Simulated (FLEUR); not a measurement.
# KCrCl3: moments or none

Aim: find out whether KCrCl3 carries moments when they start parallel, and what they gain.

Main program and level: FLEUR MaX-R8.1; LDA (VWN) with U = 4.4 eV, J = 0.9 eV on Cr d; all-electron FLAPW, Dirac cores, scalar-relativistic bands.

**1. Starting point**

Symmetry: P4mm, No. 99, tetragonal system. The conventional cell has a = 4.978 Å, b = 4.978 Å, c = 4.971 Å, α = 90.00°, β = 90.00°, γ = 90.00°. Nearest to K lie 12 Cl at 3.48 to 3.56 Å. Nearest to Cr lie 6 Cl at 2.49 Å. Nearest to Cl lie 2 Cr at 2.49 Å and 4 K at 3.48 to 3.56 Å. Nearest to Cl lie 2 Cr at 2.49 Å and 4 K at 3.52 Å. Farther neighbours and most contacts between anions are not listed.

As a file:

```cif
data_structure
_symmetry_space_group_name_H-M 'P4mm'
_symmetry_Int_Tables_number 99
_cell_length_a 4.9779
_cell_length_b 4.9779
_cell_length_c 4.9706
_cell_angle_alpha 90.000
_cell_angle_beta 90.000
_cell_angle_gamma 90.000
_cell_volume 123.17
loop_
_atom_site_label
_atom_site_type_symbol
_atom_site_symmetry_multiplicity
_atom_site_Wyckoff_symbol
_atom_site_fract_x
_atom_site_fract_y
_atom_site_fract_z
_atom_site_occupancy
K1 K 1 a 0.00000 0.00000 0.99676 1
Cr1 Cr 1 b 0.50000 0.50000 0.48507 1
Cl1 Cl 2 c 0.50000 0.00000 0.48536 1
Cl2 Cl 1 b 0.50000 0.50000 0.98504 1
```

The cell comes from a database of computed structures and need not be the stable phase.

**2. Run 1 (ferro +)**

The parallel start comes first: it shows whether parallel moments hold. The U counters the self-interaction that shrinks the moments of a localised shell.

inpgen writes inp.xml from crystal.txt; cutoffs, mixing, functional, smearing and local orbitals are then set in the file. The k list default-1 (kpts.xml, not shown) is a Γ-centred 4×4×4 mesh; where the ranks do not divide the number of points, some are split in two of half the weight.

inp.xml

```
<?xml version="1.0" encoding="UTF-8" standalone="no"?>
<fleurInput fleurInputVersion="0.39">
   <comment>
      KCrCl3
   </comment>
   <calculationSetup>
      <cutoffs Kmax="4.14" Gmax="12.4" GmaxXC="12.4" numbands="0"/>
      <scfLoop itmax="130" minDistance="0.0001" maxIterBroyd="15" imix="Anderson" alpha="0.05" precondParam="0.0" spinf="2.0" sdNocoIR="T"/>
      <coreElectrons ctail="T" frcor="F" kcrel="0" coretail_lmax="0"/>
      <xcFunctional name="vwn" relativisticCorrections="F"/>
      <magnetism jspins="2"/>
      <soc l_soc="F" theta="0.0" phi="0.0" spav="F"/>
      <expertModes spex="0" secvar="F"/>
      <geometryOptimization l_f="F" forcealpha="1.0" forcemix="BFGS" epsdisp="0.00001" epsforce="0.00001"/>
      <ldaU l_linMix="F" mixParam="0.05" spinf="1.0"/>
   </calculationSetup>
   <cell>
      <bzIntegration valenceElectrons="44.0" mode="hist" fermiSmearingEnergy="0.00110248">
         <kPointListSelection listName="default-1"/>
         <xi:include xmlns:xi="http://www.w3.org/2001/XInclude" href="kpts.xml"> </xi:include>
      </bzIntegration>
      <xi:include xmlns:xi="http://www.w3.org/2001/XInclude" href="sym.xml"> </xi:include>
      <bulkLattice scale="1.0">
         <bravaisMatrix>
            <row-1>    9.4069054701688319     0.0000000000000000     0.0000000000000000</row-1>
            <row-2>    0.0000000000000000     9.4069054701688319     0.0000000000000000</row-2>
            <row-3>    0.0000000000000000     0.0000000000000000     9.3931029105547523</row-3>
         </bravaisMatrix>
      </bulkLattice>
   </cell>
   <atomSpecies>
      <species name="Potassium (K)" element="K" atomicNumber="19">
         <mtSphere radius="2.8" gridPoints="925" logIncrement="0.013"/>
         <atomicCutoffs lmax="10" lnonsphr="8"/>
         <electronConfig flipSpins="F">
            <coreConfig>(1s1/2) (2s1/2) (2p1/2) (2p3/2)</coreConfig>
            <valenceConfig>(3s1/2) (3p1/2) (3p3/2) (4s1/2)</valenceConfig>
            <stateOccupation state="(4s1/2)" spinUp="0.500000" spinDown="0.500000"/>
         </electronConfig>
         <energyParameters s="4" p="4" d="3" f="4"/>
         <lo type="SCLO" l="0" n="3" eDeriv="0"/>
         <lo type="SCLO" l="1" n="3" eDeriv="0"/>
      </species>
      <species name="Chromium (3.001" element="Cr" atomicNumber="24">
         <mtSphere radius="2.77" gridPoints="915" logIncrement="0.013"/>
         <atomicCutoffs lmax="10" lnonsphr="8"/>
         <electronConfig flipSpins="F">
            <coreConfig>(1s1/2) (2s1/2) (2p1/2) (2p3/2)</coreConfig>
            <valenceConfig>(3s1/2) (3p1/2) (3p3/2) (4s1/2) (3d3/2) (3d5/2)</valenceConfig>
            <stateOccupation state="(4s1/2)" spinUp="0.5" spinDown="0.5"/>
            <stateOccupation state="(3d3/2)" spinUp="1.0005" spinDown="0.9995"/>
            <stateOccupation state="(3d5/2)" spinUp="3.0" spinDown="0.0"/>
         </electronConfig>
         <energyParameters s="4" p="4" d="3" f="4"/>
         <ldaU l="2" U="4.4" J="0.9" l_amf="F"/>
         <lo type="SCLO" l="0" n="3" eDeriv="0"/>
         <lo type="SCLO" l="1" n="3" eDeriv="0"/>
      </species>
      <species name="Chlorine (Cl)" element="Cl" atomicNumber="17">
         <mtSphere radius="1.81" gridPoints="599" logIncrement="0.019"/>
         <atomicCutoffs lmax="8" lnonsphr="6"/>
         <electronConfig flipSpins="F">
            <coreConfig>(1s1/2) (2s1/2) (2p1/2) (2p3/2)</coreConfig>
            <valenceConfig>(3s1/2) (3p1/2) (3p3/2)</valenceConfig>
            <stateOccupation state="(3p1/2)" spinUp="0.833333" spinDown="0.833333"/>
            <stateOccupation state="(3p3/2)" spinUp="1.666667" spinDown="1.666667"/>
         </electronConfig>
         <energyParameters s="3" p="3" d="3" f="4"/>
      </species>
   </atomSpecies>
   <atomGroups>
      <atomGroup species="Potassium (K)">
         <relPos label="                   1">.0000000000 .0000000000 -.0032420000</relPos>
         <force calculate="T" relaxXYZ="TTT"/>
      </atomGroup>
      <atomGroup species="Chromium (3.001">
         <relPos label="                   2">1.000/2.000 1.000/2.000 .4850700000</relPos>
         <force calculate="T" relaxXYZ="TTT"/>
      </atomGroup>
      <atomGroup species="Chlorine (Cl)">
         <relPos label="                   3">1.000/2.000 .0000000000 .4853650000</relPos>
         <relPos label="                   5">.0000000000 1.000/2.000 .4853650000</relPos>
         <force calculate="T" relaxXYZ="TTT"/>
      </atomGroup>
      <atomGroup species="Chlorine (Cl)">
         <relPos label="                   4">1.000/2.000 1.000/2.000 -.0149580000</relPos>
         <force calculate="T" relaxXYZ="TTT"/>
      </atomGroup>
   </atomGroups>
   <output dos="F" band="F" slice="F">
      <bandDOS minEnergy="-.5*Htr" maxEnergy="0.5*Htr" sigma="0.015" storeEVData="T"/>
      <plotting iplot="0" polar="F">
         <plot TwoD="T" vec1="  1.0  0.0  0.0" vec2="  0.0  1.0  0.0" vec3="  0.0  0.0  1.0" zero="  0.0  0.0  0.0" file="plot"/>
      </plotting>
      <moessbauerParams electricFieldGradient="F" isomerShift="F" coreHyperfine="F" valenceHyperfine="F"/>
   </output>
</fleurInput>
```

crystal.txt

```
KCrCl3
&input film=F cartesian=F /
4.97792000000  0.00000000000  0.00000000000
0.00000000000  4.97792000000  0.00000000000
0.00000000000  0.00000000000  4.97061600000
1.8897261246
1.0 1.0 1.0

5
19 0.00000000000  0.00000000000  0.99675800000
24 0.50000000000  0.50000000000  0.48507000000 : 3.001
17 0.50000000000  0.00000000000  0.48536500000
17 0.50000000000  0.50000000000  0.98504200000
17 0.00000000000  0.50000000000  0.48536500000

&kpt div1=4 div2=4 div3=4 gamma=T /
```

The run is started by

```
OMP_NUM_THREADS=1 inpgen -f crystal.txt > inpgen.log  # inp.xml is then edited as shown
OMP_NUM_THREADS=1 mpirun -n 4 fleur_MPI > fleur.log
```

Log:

```text
Welcome to FLEUR        (www.flapw.de)
      MaX-Release 8.1          (www.max-centre.eu)

 ========== k-point set info ==========
 Selected k-point list: default-1
 k-point list type: mesh
 0 x 0 x 0
 Number of k points: 20

 ------------Calculation Setup---------------------------
 Number of MPI-tasks      :            4
 Number of PE/node        :            4
 Number of OMP-threads    :            1
 k-points in parallel     :            4
 pe's per k-point         :            1
 No of k-point loops      :            5
 Eigenvalue solver        :       lapack
 Number of basis functions:         1051
 Approximate size of matrices (H+S) per k-point:         0.033 GB
 --------------------------------------------------------
 no density matrix found ... skipping LDA+U
 Reset of history
 Iteration:     1   Distance:      10.17711275 me/bohr^3
 Iteration:     2   Distance:       8.21018008 me/bohr^3
 Iteration:     3   Distance:       8.12046570 me/bohr^3
 Iteration:     4   Distance:       8.18008642 me/bohr^3
 Iteration:     5   Distance:       3.86888971 me/bohr^3
 Iteration:     6   Distance:       1.58649454 me/bohr^3
 Iteration:     7   Distance:       1.28124058 me/bohr^3
 Iteration:     8   Distance:       0.53150805 me/bohr^3
 Iteration:     9   Distance:       1.24136844 me/bohr^3
 Iteration:    10   Distance:       1.29019946 me/bohr^3
 Iteration:    11   Distance:       0.25179236 me/bohr^3
 Iteration:    12   Distance:       0.28391660 me/bohr^3
 Iteration:    13   Distance:       0.05185056 me/bohr^3
 Iteration:    14   Distance:       0.04465859 me/bohr^3
 Iteration:    15   Distance:       0.01315194 me/bohr^3
 Iteration:    16   Distance:       0.01884921 me/bohr^3
 Iteration:    17   Distance:       0.01888939 me/bohr^3
 Iteration:    18   Distance:       0.01957227 me/bohr^3
 Iteration:    19   Distance:       0.01312777 me/bohr^3
 Iteration:    20   Distance:       0.00396951 me/bohr^3
 Iteration:    21   Distance:       0.00184875 me/bohr^3
 Iteration:    22   Distance:       0.00105492 me/bohr^3
 Iteration:    23   Distance:       0.00028751 me/bohr^3
 Iteration:    24   Distance:       0.00009843 me/bohr^3

 ********************************************************************
 Run finished successfully
 Stop message:
   all done
 ********************************************************************

--- out.xml (last complete iteration) ---
<iteration numberForCurrentRun="   24" overallNumber="   24">
         [... left out ...]
         <bandgap value="0.0049206807" units="eV"/>
         <sumValenceSingleParticleEnergies value="-20.0259000104" units="Htr"/>
         <FermiEnergy value="0.1369247496" units="Htr"/>
         <valenceDensity>
            <mtCharges spin="1">
               <mtCharge atomType="1" total="3.9387589" s="1.0017079" p="2.9159086" d="0.0180646" f="0.0024675"/>
               <mtCharge atomType="2" total="8.6546334" s="1.1927773" p="3.2362933" d="4.1515105" f="0.0530580"/>
               <mtCharge atomType="3" total="2.1758898" s="0.7029536" p="1.4634640" d="0.0087375" f="0.0006155"/>
               <mtCharge atomType="4" total="2.1765021" s="0.7029350" p="1.4639532" d="0.0088662" f="0.0006259"/>
            </mtCharges>
            <mtCharges spin="2">
               <mtCharge atomType="1" total="3.9376671" s="1.0013268" p="2.9157683" d="0.0176054" f="0.0023915"/>
               <mtCharge atomType="2" total="4.7491575" s="1.1528465" p="3.2119937" d="0.3102909" f="0.0520932"/>
               <mtCharge atomType="3" total="2.1955678" s="0.6999519" p="1.4936356" d="0.0017363" f="0.0002314"/>
               <mtCharge atomType="4" total="2.1955451" s="0.6999083" p="1.4936454" d="0.0017445" f="0.0002340"/>
            </mtCharges>
            <spinDependentCharge spin="1" total="24.0000000" interstitial="4.8783260" mtSpheres="19.1216740"/>
            <spinDependentCharge spin="2" total="20.0000000" interstitial="4.7264946" mtSpheres="15.2735054"/>
            <totalCharge value="44.0000000000"/>
         </valenceDensity>
         [... left out ...]
         <allElectronCharges>
            <spinDependentCharge spin="1" total="49.0000000" interstitial="4.8787442" mtSpheres="44.1212558"/>
            <spinDependentCharge spin="2" total="45.0000000" interstitial="4.7269130" mtSpheres="40.2730869"/>
            <totalCharge value="93.9999999822"/>
         </allElectronCharges>
         <magneticMomentsInMTSpheres units="muBohr">
            <globalMagMoment atomType="1" vec="0.00000   0.00000   0.00109"/>
            <localMagMoment atomType="1" vec="0.00000   0.00000   0.00109"/>
            <globalMagMoment atomType="2" vec="0.00000   0.00000   3.90548"/>
            <localMagMoment atomType="2" vec="0.00000   0.00000   3.90548"/>
            <globalMagMoment atomType="3" vec="0.00000   0.00000  -0.01968"/>
            <localMagMoment atomType="3" vec="0.00000   0.00000  -0.01968"/>
            <globalMagMoment atomType="4" vec="0.00000   0.00000  -0.01904"/>
            <localMagMoment atomType="4" vec="0.00000   0.00000  -0.01904"/>
         </magneticMomentsInMTSpheres>
         <moessbauerParams unitsHFF="kG" unitsIS="e/bohr^3" unitsEFG="Htr/bohr^2">
         </moessbauerParams>
         <totalEnergy value="    -3030.2982360323" units="Htr">
            <sumOfEigenvalues value="    -1739.3281844578">
               <coreElectrons value="-1719.3022844475"/>
               <valenceElectrons value="-20.0259000104"/>
            </sumOfEigenvalues>
            <densityCoulombPotentialIntegral value="-4579.7976321970"/>
            <densityEffectivePotentialIntegral value="-4790.5119588704"/>
            <chargeDenXCDenIntegral value="-159.3288084235"/>
            <FockExchangeEnergyValence value="0.0000000000"/>
            <FockExchangeEnergyCore value="0.0000000000"/>
            <atomTypeDependentContributions atomType="1">
               <electronNucleiInteractionDifferentMTs value="713.1690612380"/>
               <MadelungTerm value="-5.6032114511"/>
            </atomTypeDependentContributions>
            <atomTypeDependentContributions atomType="2">
               <electronNucleiInteractionDifferentMTs value="1251.6526149053"/>
               <MadelungTerm value="-4.5046704696"/>
            </atomTypeDependentContributions>
            <atomTypeDependentContributions atomType="3">
               <electronNucleiInteractionDifferentMTs value="1080.8221031324"/>
               <MadelungTerm value="-24.2157844152"/>
            </atomTypeDependentContributions>
            <atomTypeDependentContributions atomType="4">
               <electronNucleiInteractionDifferentMTs value="540.4151051547"/>
               <MadelungTerm value="-12.1051583667"/>
            </atomTypeDependentContributions>
            <dftUCorrection value="-0.2333232101"/>
            <tkbTimesEntropy value="0.0004206955"/>
            <freeEnergy value="-3030.2986567278"/>
            <extrapolationTo0K value="-3030.2984463801"/>
         </totalEnergy>
         <ldaUDensityMatrix>
            <densityMatrixFor spin="1" atomType="2" uIndex="1" l="2" U="4.40000000" J="0.90000000">
               (+0.79800,+0.00000) (+0.00000,+0.00000) (+0.00000,+0.00000) (+0.00000,+0.00000) (-0.15361,+0.00000)
               (+0.00000,+0.00000) (+0.95158,+0.00000) (+0.00000,+0.00000) (+0.00000,+0.00000) (+0.00000,+0.00000)
               (+0.00000,+0.00000) (+0.00000,+0.00000) (+0.65235,+0.00000) (+0.00000,+0.00000) (+0.00000,+0.00000)
               (+0.00000,+0.00000) (+0.00000,+0.00000) (+0.00000,+0.00000) (+0.95158,+0.00000) (+0.00000,+0.00000)
               (-0.15361,+0.00000) (+0.00000,+0.00000) (+0.00000,+0.00000) (+0.00000,+0.00000) (+0.79800,+0.00000)
            </densityMatrixFor>
            <densityMatrixFor spin="2" atomType="2" uIndex="1" l="2" U="4.40000000" J="0.90000000">
               (+0.07106,+0.00000) (+0.00000,+0.00000) (+0.00000,+0.00000) (+0.00000,+0.00000) (+0.04577,+0.00000)
               (+0.00000,+0.00000) (+0.02543,+0.00000) (+0.00000,+0.00000) (+0.00000,+0.00000) (+0.00000,+0.00000)
               (+0.00000,+0.00000) (+0.00000,+0.00000) (+0.11733,+0.00000) (+0.00000,+0.00000) (+0.00000,+0.00000)
               (+0.00000,+0.00000) (+0.00000,+0.00000) (+0.00000,+0.00000) (+0.02543,+0.00000) (+0.00000,+0.00000)
               (+0.04577,+0.00000) (+0.00000,+0.00000) (+0.00000,+0.00000) (+0.00000,+0.00000) (+0.07106,+0.00000)
            </densityMatrixFor>
         </ldaUDensityMatrix>
         <ldaUDensityMatrixConvergence>
            <distance spin="1" distance="0.000010"/>
            <distance spin="2" distance="0.000002"/>
         </ldaUDensityMatrixConvergence>
         <densityConvergence units="me/bohr^3">
            <chargeDensity spin="1" distance="0.0000694546"/>
            <chargeDensity spin="2" distance="0.0000413376"/>
            <overallChargeDensity distance="0.0000984315"/>
            <spinDensity distance="0.0000581095"/>
         </densityConvergence>
      </iteration>
```

Elapsed: 4.6 min, on 4 MPI ranks of AMD EPYC 7R13 (Zen 3), shared host; peak memory 0.58 GiB; 18 min of CPU time.

Spin moment in the muffin-tin sphere by atom:

| atom | spin moment in the muffin-tin sphere (μB) |
| --- | --- |
| K1 | 0.00 |
| Cr2 | 3.91 |
| Cl3 | -0.02 |
| Cl4 | -0.02 |
| Cl5 | -0.02 |

This step gave:

- free energy: -82458.6272 eV
- program's band gap on this mesh (in a metal only a level spacing): 0.004921 eV
- magnetization: 4 μB
- final state: ferromagnetic

After 24 cycles the largest moment stands at 3.91 μB.

(Continued in part 2 of 2.)

[Logs and program files are shortened in this print: banners, set-up blocks, solver, clock and traceback lines can be left out without a mark of their own.]

[Logs are printed without paths, hosts, clocks, repeated set-up lines and the standing remarks that a program may print on its own settings, such as how far it seeks lower states.]

[Hosts, paths, dates, database ids (printed as entryN), source tags and the programs' standing remarks are cut or masked in the printed files.]

[Where a cell is said to come from a database of computed structures, the database is the Materials Project.]
